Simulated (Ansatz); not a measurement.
# 3-layer 1T-NiSeTe (AA) in a perpendicular field, part 2 of 3

What dipole does a perpendicular field induce in the 3-layer 1T-NiSeTe (AA)? A positive field points along +c.

Ansatz 0.2.0; plane-wave DFT, PBEsol-D3(BJ), Ansatz PAW.

So far. Step 2 (Relaxing the slab): The lattice constant a goes from 3.665 to 3.627 Å.

**3. Atoms held, field 0, start network**

A sawtooth potential applies the field, turning back in the middle of the vacuum. With the dipole correction the typed value is the field outside the slab. The induced dipole is small, so the SCF threshold is tight.

The cell differs from the one that the last finished run ended in (c 57.953 → 30.179 Å).

input.yaml reads:

```yaml
crystal:
  lattice:
    - [3.6271622374, 0.0, 0.0]
    - [-1.8135811187, 3.1412146412, 0.0]
    - [0.0, 0.0, 30.1790058169]
  atoms:
    - { symbol: Te, position: [0.6666666667, 0.3333333333, 0.2982205595] }
    - { symbol: Ni, position: [0.0, 0.0, 0.3449259096] }
    - { symbol: Se, position: [0.3333333333, 0.6666666667, 0.3833175202] }
    - { symbol: Te, position: [0.6666666667, 0.3333333333, 0.4590229594] }
    - { symbol: Ni, position: [0.0, 0.0, 0.5047320549] }
    - { symbol: Se, position: [0.3333333333, 0.6666666667, 0.5428729352] }
    - { symbol: Te, position: [0.6666666667, 0.3333333333, 0.619282183] }
    - { symbol: Ni, position: [0.0, 0.0, 0.663764062] }
    - { symbol: Se, position: [0.3333333333, 0.6666666667, 0.7017794405] }
kpoints:
  mp_grid: { grid: [18, 18, 1] }
  band_path:
    path: [[0, 0, 0], [0.5, 0, 0], [0.33333333, 0.33333333, 0], [0, 0, 0]]
    npoints: 16
hamiltonian:
  xc: pbesol
  dispersion: d3bj
scf:
  occupations: { method: fermi_dirac, width: 0.02585 }
  convergence: { dr2_threshold: 1.0e-10 }
efield:
  axis: 3
  dipole_correction: true
  ramp_position: 0.97
  ramp_width: 0.06
  amplitude: 0
output:
  dos: { projected: true, e_range: [-6, 5] }
  bader: true
  write_potential: true
  write_density: true
  volumetric_format: npy
  elf: true
```

On the command line:

```sh
ansatz run input.yaml --threads 4 --pin off --max-ram 12288MiB --backend cpu --events-out ev --progress --plain --runs-dir out
```

Numbers of over 12 decimals in the logs are rounded to 6 here.

Output:

```text
[...]
Crystal: 9 atoms, lattice volume = 343.850 Å³
Basis set: ecut = 420 eV, 6629 PW (Γ)
Bands: 90, of which v1, the nominal top of the filled ones, is band 75 counted from 1 (74 counted from 0)
Symmetry: 6 space group operations
[...]
k-points: 37 of 324 (time reversal used)
[...]
SCF iter   1: F=—  HF=-54397.718861 eV  |F-HF|=—  |Δ(HF+E_count)|=         —  Δρ=1.11e-2  dr2=6.24e-1  ethr=1.77e-3  p=-0.050 e·Å  D=-2.63e-2 V/Å  ΔV_dip=0.79 eV  dr2_dipole=2.40e-1  V_vac-E_F(+/−)=5.32/4.53 eV  ⟨swp⟩=9.5  Hψ=15358  notcnv=0  defer=67
efield: sawtooth ramp at fractional position 0.9700 (set: `efield.ramp_position`, or a place that a band, a saddle search or an elastic batch's reference lends), width 0.0600; the density the first Hamiltonian is built on has a dipole p = -0.050 e·Å; the dipole correction subtracts the counter field D = -2.63e-2 V/Å, which shifts the + side's vacuum level by +0.79 eV against the − side's; the planar-averaged density in the ramp window peaks in size at 3.6e-5 e/Å³
[...]
SCF iter   2: F=—  HF=-54397.740701 eV  |F-HF|=—  |Δ(HF+E_count)|=   2.18e-2  Δρ=1.59e-2  dr2=5.43e-1  ethr=4.16e-4  p=-0.038 e·Å  D=-2.02e-2 V/Å  ΔV_dip=0.61 eV  dr2_dipole=8.73e-3  V_vac-E_F(+/−)=5.15/4.54 eV  ⟨swp⟩=3.0  Hψ=5625  notcnv=0  defer=312
[...]
SCF iter  13: F=-54397.676073 eV  HF=-54397.676073 eV  |F-HF|=1.67e-10  |Δ(HF+E_count)|=  1.60e-10  Δρ=1.03e-7  dr2=3.14e-11  ethr=1.00e-12  p=-0.038 e·Å  D=-1.99e-2 V/Å  ΔV_dip=0.60 eV  dr2_dipole=4.04e-12  V_vac-E_F(+/−)=5.14/4.54 eV  ⟨swp⟩=14.8  Hψ=15036  notcnv=0
SCF 1 converged in 13 iterations: F = -54397.676073 eV  dr2 = 3.14e-11
[...]
NSCF: frozen V_eff on 49 k-points
efield: sawtooth ramp at fractional position 0.9700 (kept from the solve that this one continues, or follows in the run), width 0.0600; the density the first Hamiltonian is built on has a dipole p = -0.038 e·Å; the dipole correction subtracts the counter field D = -1.99e-2 V/Å, which shifts the + side's vacuum level by +0.60 eV against the − side's; the planar-averaged density in the ramp window peaks in size at 2.8e-5 e/Å³
[...]
SCF converged after 13 iterations
Free energy (F): -54397.676073 eV
[...]
Internal energy: -54397.667830 eV  (E = F + TS)
E sigma→0 (E₀):  -54397.671951 eV
Entropy (-TS):   -0.008243 eV (-0.916 meV/atom)
Fermi energy:    4.162433 eV
Dipole field:    D = -0.019868 V/Å  (p = -0.037754 e·Å, saw-weighted, corrected)
Work function:   Φ+ = 5.1400 eV   Φ− = 4.5404 eV
Levels:          The Fermi level and band energies are counted from a zero that moves with the ramp; work functions are not
[...]
--- Band table (eV; the first three rows and the last of 37) ---
  k-point 0: bands = [... 71 lower, 4.3563, 4.3563, 4.5400, 5.5271, 5.5271, 5.8683, 5.9268, 5.9268, ... 11 higher]
  k-point 1: bands = [... 71 lower, 4.1401, 4.3063, 4.7500, 5.2327, 5.4859, 5.6938, 5.9095, 5.9383, ... 11 higher]
  k-point 2: bands = [... 71 lower, 3.7950, 4.1543, 4.5076, 4.9543, 5.2560, 5.3739, 5.5059, 5.8623, ... 11 higher]
  k-point 36: bands = [... 71 lower, 2.4089, 2.5328, 2.6096, 2.7575, 3.6194, 4.3030, 4.5753, 5.2883, ... 11 higher]
--- Bader charges: 9 sites ---
  site symbol  charge [e]  shift [e]
     0     Te      0.0543     0.0035
     1     Ni      0.1359     0.0055
     2     Se     -0.3119     0.0020
     3     Te      0.2372     0.0034
     4     Ni      0.1014     0.0053
     5     Se     -0.3443     0.0019
     6     Te      0.2772     0.0035
     7     Ni      0.1050     0.0055
     8     Se     -0.2548     0.0020
  estimated error of the sums over rays = 4.9e-4 e
```

Elapsed: 1.8 min, on 4 threads of Arm Neoverse V1, shared host; peak memory 1.7 GiB; 7 min of CPU time.

In the SCF lines HF is the Harris–Foulkes energy and dr2 the Hartree energy of the density residual, in eV; the loop may stop once dr2 is under the threshold and the program's other checks hold. Hψ counts applications of the Hamiltonian.

This step gave:

| Property | Result |
| --- | --- |
| energy at zero smearing | -54397.6720 eV |
| work function, upper face | 5.140 eV |
| work function, lower face | 4.540 eV |
| dipole along the normal | -0.03775 e·Å |
| step between the vacuum levels | 0.5996 eV |

Running mean over a fixed 2.7 Å (it still follows the layers) of the planar mean; the ramp of the sawtooth is left out. Table of electron's electrostatic potential energy less the Fermi level by z:

```csv
z (Å),electron's electrostatic potential energy less the Fermi level (eV)
3.5,4.54
4.0,4.54
4.5,4.54
5.0,4.53
5.5,4.52
6.0,4.45
6.5,4.20
7.0,3.25
7.5,1.93
8.0,0.933
8.5,-0.885
9.0,-3.19
9.5,-5.21
10.0,-5.98
10.5,-6.63
11.0,-6.42
11.5,-4.94
12.0,-3.59
12.5,-2.40
13.0,-1.91
13.5,-2.65
14.0,-4.36
14.5,-5.86
15.0,-6.39
15.5,-6.90
16.0,-6.09
16.5,-4.39
17.0,-3.14
17.5,-2.05
18.0,-2.03
18.5,-3.21
19.0,-5.13
19.5,-6.12
20.0,-6.57
20.5,-6.60
21.0,-4.85
21.5,-2.18
22.0,0.435
22.5,2.35
23.0,3.89
23.5,4.83
24.0,5.07
24.5,5.12
25.0,5.14
25.5,5.14
26.0,5.14
26.5,5.14
```

The density of states has structure finer than the step of the table below, so its rows give means over 0.2 eV, whole bins alone (the curve runs from -6 to 1.99 eV). Peaks (eV: height): -4.15: 21.6, -4.10: 22.4, -3.99: 17.5, -3.08: 15.3, -2.09: 44.0, -1.92: 20.5, -1.84: 19.5.

Density of states against energy, zero at the Fermi level; means over each step:

```csv
energy (eV),density of states (states/eV a cell)
-5.8,3.39
-5.6,3.00
-5.4,4.36
-5.2,6.03
-5.0,3.85
-4.8,3.89
-4.6,4.81
-4.4,7.68
-4.2,11.9
-4.0,14.5
-3.8,8.66
-3.6,7.69
-3.4,8.47
-3.2,6.66
-3.0,12.5
-2.8,11.2
-2.6,11.4
-2.4,8.78
-2.2,17.3
-2.0,22.6
-1.8,14.5
-1.6,9.85
-1.4,9.72
-1.2,8.08
-1.0,5.38
-0.8,5.05
-0.6,4.13
-0.4,3.87
-0.2,4.01
0.0,4.56
0.2,5.09
0.4,2.60
0.6,7.21
0.8,6.53
1.0,5.23
1.2,4.16
1.4,5.55
1.6,6.20
1.8,6.17
```

Projected DOS per atom over height of the atomic layer and energy from the Fermi level. Layers: Te Ni Se Te Ni Se Te Ni Se from below.

Values in states/eV, 22 rows by 9 columns, each cell a mean:
```
0.5 0.3 0.6 1.2 0.6 0.9 1.0 0.4 0.5
0.9 0.5 0.7 0.8 0.4 0.6 1.1 0.6 0.7
0.7 0.4 0.5 0.4 0.2 0.2 0.8 0.5 0.6
1.1 0.8 0.8 0.9 0.6 0.5 0.8 0.7 0.8
0.5 0.4 0.4 0.5 0.5 0.3 0.3 0.3 0.3
0.7 0.6 0.3 0.5 0.7 0.5 0.4 0.4 0.7
0.5 0.4 0.4 0.3 0.4 0.4 0.3 0.3 0.7
0.5 0.4 0.5 0.4 0.4 0.6 0.5 0.5 0.7
0.7 0.8 0.7 0.5 0.9 0.6 0.5 0.9 0.8
0.7 1.8 0.6 0.6 1.8 0.7 0.6 2.0 0.8
0.8 4.5 0.5 0.5 3.4 0.5 0.5 2.9 0.5
0.5 5.0 0.3 0.4 5.7 0.3 0.4 5.3 0.3
0.7 2.5 0.5 0.6 2.5 0.4 0.5 2.2 0.4
0.8 2.2 0.7 0.8 2.5 0.6 0.8 2.7 0.7
0.7 1.3 0.5 0.6 1.3 0.5 0.6 1.5 0.7
0.8 1.3 0.5 0.6 1.2 0.7 0.4 1.7 1.1
0.8 2.2 1.5 0.9 2.2 1.7 0.9 2.1 1.4
1.0 0.8 0.8 0.7 0.8 1.0 0.6 0.9 1.2
0.6 0.4 0.5 0.4 0.3 0.5 0.5 0.5 0.6
0.8 0.4 0.9 0.4 0.2 0.4 0.7 0.3 0.6
0.5 0.3 0.7 0.4 0.3 0.4 0.7 0.3 0.4
0.5 0.3 0.7 0.7 0.3 0.8 0.7 0.3 0.4
```
Columns: height of the atomic layer (Å) from 9 to 21.2 (not evenly spaced); rows upwards: energy from the Fermi level (eV) from -5.96 to 1.96.

Electronic bands along the path, in eV, zero at the Fermi level:

```csv
point,band 72,band 73,band 74,band 75,band 76,band 77,band 78,band 79
Γ,0.19,0.19,0.38,1.36,1.36,1.71,1.76,1.76
halfway,-1.06,-0.74,-0.63,-0.19,0.09,0.86,1.05,1.54
M,-1.97,-1.89,-1.56,-0.82,0.27,0.62,1.03,1.39
halfway,-1.82,-1.54,-1.36,-1.15,-0.02,0.30,0.77,1.03
K,-1.75,-1.63,-1.55,-1.40,-0.54,0.14,0.41,1.13
halfway,-1.25,-1.02,-0.76,-0.14,0.44,0.51,0.66,0.99
Γ,0.19,0.19,0.38,1.36,1.36,1.71,1.76,1.76
```

Valence density in the ca plane at fractional y = 0.000, with atoms of Ni within 0.2 Å of it. It is the smooth field of the valence electrons, not physical close to the nuclei.

Values in e/Å³, 5 rows by 16 columns, each cell a mean:
```
 0  0  0  0  0  0  0 10  1  0  0  1 10  0  0  0
 0  0  0  0  0  0  0  0  0  0  0  0  0  0  0  0
 0  0  0  0  0  0  0  0  0  0  0  0  0  0  0  0
 0  0  0  0  0  0  0  1  0  0  0  0  1  0  0  0
 0  0  0  0  0  0  0 18  2  0  0  2 19  0  0  0
```
Columns run along c (16.0 Å, from fractional 0.10 to 0.63 of the cell), rows up along a (3.6 Å). Atoms in or near the plane, at fractional coordinates: Ni at (0.34, 0.00), Ni at (0.50, 0.00).

ELF in the ca plane at fractional y = 0.000, with atoms of Ni within 0.2 Å of it. It is the smooth field of the valence electrons, not physical close to the nuclei.

Ten even steps from '0' (0.00) to '9' (0.69), each cell a mean:
```
00000000000000012324664221001232466422100123
00000000000001245542332342112454333234311245
00000000000125777774334775335777433477532577
00000000001258987775347997446777634689854677
00000000001368997665347998557776534799854677
00000000000247887775336886446777533688743677
00000000000013566753223564224676322356421367
00000000000000123433443231001343344323200134
00000000000000012225884221000222488522100022
```
Columns run along c (16.0 Å, from fractional 0.10 to 0.63 of the cell), rows up along a (3.6 Å). Atoms in or near the plane, at fractional coordinates: Ni at (0.34, 0.00), Ni at (0.50, 0.00).

Electrostatic potential energy in the ca plane at fractional y = 0.000, with atoms of Ni within 0.2 Å of it. With pseudopotentials it is smooth inside the atoms' cores, unlike the true potential.

Ten even steps from '0' (-45 eV) to '9' (9 eV), each cell a mean:
```
99999999999999999971002799999997200179999999
99999999999999999986336899999998633689999999
99999999999999998888888899999888888889999988
99999999999999987788998888998777899888899877
99999999999999987678998888998767899888899876
99999999999999988788998889998878899888999887
99999999999999999888778999999988877889999998
99999999999999999983114899999998411389999999
99999999999999999970001799999997100069999999
```
Columns run along c (16.0 Å, from fractional 0.10 to 0.63 of the cell; values clipped at the 3rd and 97th percentile), rows up along a (3.6 Å). Atoms in or near the plane, at fractional coordinates: Ni at (0.34, 0.00), Ni at (0.50, 0.00).

The work function of the upper face is 5.14 eV.

**4. Atoms held, field 0.1 V/Å**

Changes to input.yaml since step 3:

```diff
@@ -29,8 +29,6 @@
   dipole_correction: true
-  ramp_position: 0.97
-  ramp_width: 0.06
-  amplitude: 0
+  ramp_position: 0.9636
+  ramp_width: 0.0669
+  amplitude: 0.1
 output:
-  dos: { projected: true, e_range: [-6, 5] }
-  bader: true
   write_potential: true
@@ -38,2 +36 @@
   volumetric_format: npy
-  elf: true
```

Output:

```text
[...]
Crystal: 9 atoms, lattice volume = 343.850 Å³
Basis set: ecut = 420 eV, 6629 PW (Γ)
Bands: 90, of which v1, the nominal top of the filled ones, is band 75 counted from 1 (74 counted from 0)
Symmetry: 6 space group operations
[...]
k-points: 37 of 324 (time reversal used)
[...]
k-point 0: bands = [... 71 lower, 4.3571, 4.3571, 4.5389, 5.5260, 5.5260, 5.8662, 5.9255, 5.9255, ... 11 higher]
  k-point 1: bands = [... 71 lower, 4.1412, 4.3069, 4.7488, 5.2316, 5.4847, 5.6924, 5.9081, 5.9367, ... 11 higher]
  k-point 2: bands = [... 71 lower, 3.7940, 4.1547, 4.5064, 4.9537, 5.2546, 5.3726, 5.5048, 5.8609, ... 11 higher]
  k-point 36: bands = [... 71 lower, 2.4079, 2.5322, 2.6072, 2.7590, 3.6167, 4.3029, 4.5748, 5.2872, ... 11 higher]
[key lines of the parts left out:]
SCF converged after 16 iterations
Free energy (F): -54397.676965 eV
Fermi energy:    4.161428 eV
Dipole field:    D = 0.029266 V/Å  (p = 0.055612 e·Å, saw-weighted, corrected)
```

It took 94 s on 4 threads; peak memory 1.6 GiB; 6.2 min of CPU time.

The dipole is 0.0556 e·Å, 0.0934 e·Å from its value without field.

**5. Atoms held, field -0.1 V/Å**

Changes to input.yaml since step 4:

```diff
@@ -31,3 +31,3 @@
   ramp_width: 0.0669
-  amplitude: 0.1
+  amplitude: -0.1
 output:
```

Output:

```text
[...]
Crystal: 9 atoms, lattice volume = 343.850 Å³
Basis set: ecut = 420 eV, 6629 PW (Γ)
Bands: 90, of which v1, the nominal top of the filled ones, is band 75 counted from 1 (74 counted from 0)
Symmetry: 6 space group operations
[...]
k-points: 37 of 324 (time reversal used)
[...]
k-point 0: bands = [... 71 lower, 4.3582, 4.3582, 4.5436, 5.5308, 5.5308, 5.8727, 5.9308, 5.9308, ... 11 higher]
  k-point 1: bands = [... 71 lower, 4.1416, 4.3082, 4.7536, 5.2363, 5.4896, 5.6979, 5.9136, 5.9424, ... 11 higher]
  k-point 2: bands = [... 71 lower, 3.7986, 4.1565, 4.5113, 4.9574, 5.2600, 5.3778, 5.5096, 5.8664, ... 11 higher]
  k-point 36: bands = [... 71 lower, 2.4126, 2.5359, 2.6147, 2.7588, 3.6247, 4.3057, 4.5785, 5.2921, ... 11 higher]
[key lines of the parts left out:]
SCF converged after 15 iterations
Free energy (F): -54397.684516 eV
Fermi energy:    4.166068 eV
Dipole field:    D = -0.068993 V/Å  (p = -0.131103 e·Å, saw-weighted, corrected)
```

Elapsed: 94 s, on 4 threads; peak memory 1.6 GiB; 6.2 min of CPU time.

The dipole is -0.131 e·Å, -0.0933 e·Å from its value without field.

**6. Single point, field 0.5 V/Å**

Changes to input.yaml since step 5:

```diff
@@ -29,5 +29,5 @@
   dipole_correction: true
-  ramp_position: 0.9636
-  ramp_width: 0.0669
-  amplitude: -0.1
+  ramp_position: 0.9094
+  ramp_width: 0.1752
+  amplitude: 0.5
 output:
```

Output:

```text
[...]
Crystal: 9 atoms, lattice volume = 343.850 Å³
Basis set: ecut = 420 eV, 6629 PW (Γ)
Bands: 90, of which v1, the nominal top of the filled ones, is band 75 counted from 1 (74 counted from 0)
Symmetry: 6 space group operations
[...]
k-points: 37 of 324 (time reversal used)
[...]
k-point 0: bands = [... 71 lower, 4.3440, 4.3440, 4.5166, 5.5055, 5.5055, 5.8354, 5.9038, 5.9038, ... 11 higher]
  k-point 1: bands = [... 71 lower, 4.1297, 4.2934, 4.7265, 5.2113, 5.4639, 5.6706, 5.8863, 5.9117, ... 11 higher]
  k-point 2: bands = [... 71 lower, 3.7739, 4.1401, 4.4854, 4.9342, 5.2324, 5.3513, 5.4841, 5.8390, ... 11 higher]
  k-point 36: bands = [... 71 lower, 2.3875, 2.5139, 2.5818, 2.7489, 3.5898, 4.2864, 4.5565, 5.2667, ... 11 higher]
[key lines of the parts left out:]
SCF converged after 16 iterations
Free energy (F): -54397.773986 eV
Fermi energy:    4.141279 eV
Dipole field:    D = 0.226133 V/Å  (p = 0.429707 e·Å, saw-weighted, corrected)
```

Run time: 96 s. Hardware: 4 threads; peak memory 1.6 GiB; 6.3 min of CPU time.

The dipole is 0.430 e·Å, 0.467 e·Å from its value without field.

**7. Atoms held, field -0.3 V/Å**

Changes to input.yaml since step 6:

```diff
@@ -29,6 +29,8 @@
   dipole_correction: true
-  ramp_position: 0.9094
-  ramp_width: 0.1752
-  amplitude: 0.5
+  ramp_position: 0.9612
+  ramp_width: 0.0717
+  amplitude: -0.3
 output:
+  dos: { projected: true, e_range: [-6, 5] }
+  bader: true
   write_potential: true
@@ -36 +38,2 @@
   volumetric_format: npy
+  elf: true
```

Output:

```text
[...]
Crystal: 9 atoms, lattice volume = 343.850 Å³
Basis set: ecut = 420 eV, 6629 PW (Γ)
Bands: 90, of which v1, the nominal top of the filled ones, is band 75 counted from 1 (74 counted from 0)
Symmetry: 6 space group operations
[...]
k-points: 37 of 324 (time reversal used)
[...]
--- Bader charges: 9 sites ---
  site symbol  charge [e]  shift [e]
     0     Te      0.0750     0.0035
     1     Ni      0.1344     0.0055
     2     Se     -0.3120     0.0020
     3     Te      0.2369     0.0034
     4     Ni      0.1014     0.0053
     5     Se     -0.3439     0.0019
     6     Te      0.2772     0.0035
     7     Ni      0.1059     0.0055
     8     Se     -0.2749     0.0020
  estimated error of the sums over rays = 4.4e-4 e
[key lines of the parts left out:]
SCF converged after 16 iterations
Free energy (F): -54397.729400 eV
Fermi energy:    4.167078 eV
Dipole field:    D = -0.167229 V/Å  (p = -0.317775 e·Å, saw-weighted, corrected)
```

It took 1.9 min on 4 threads; peak memory 1.7 GiB; 7.7 min of CPU time.

The dipole is -0.318 e·Å, -0.280 e·Å from its value without field.

(Continued in part 3 of 3.)

[Logs are printed without paths, hosts, clocks, repeated set-up lines and the standing remarks that a program may print on its own settings, such as how far it seeks lower states.]

[Hosts, paths, dates, database ids (printed as entryN), source tags and the programs' standing remarks are cut or masked in the printed files.]

[Maps of the electrostatic potential energy from Ansatz leave out the sawtooth potential of an applied field or a dipole correction, so their vacuum need not be flat; planar profiles and work functions include it.]

[The density of states shown here was stored with 400 of the rows of the run's finer table, so its peaks can read low, often by over a quarter, or be missed, and its means over a window can be off by a tenth or more.]
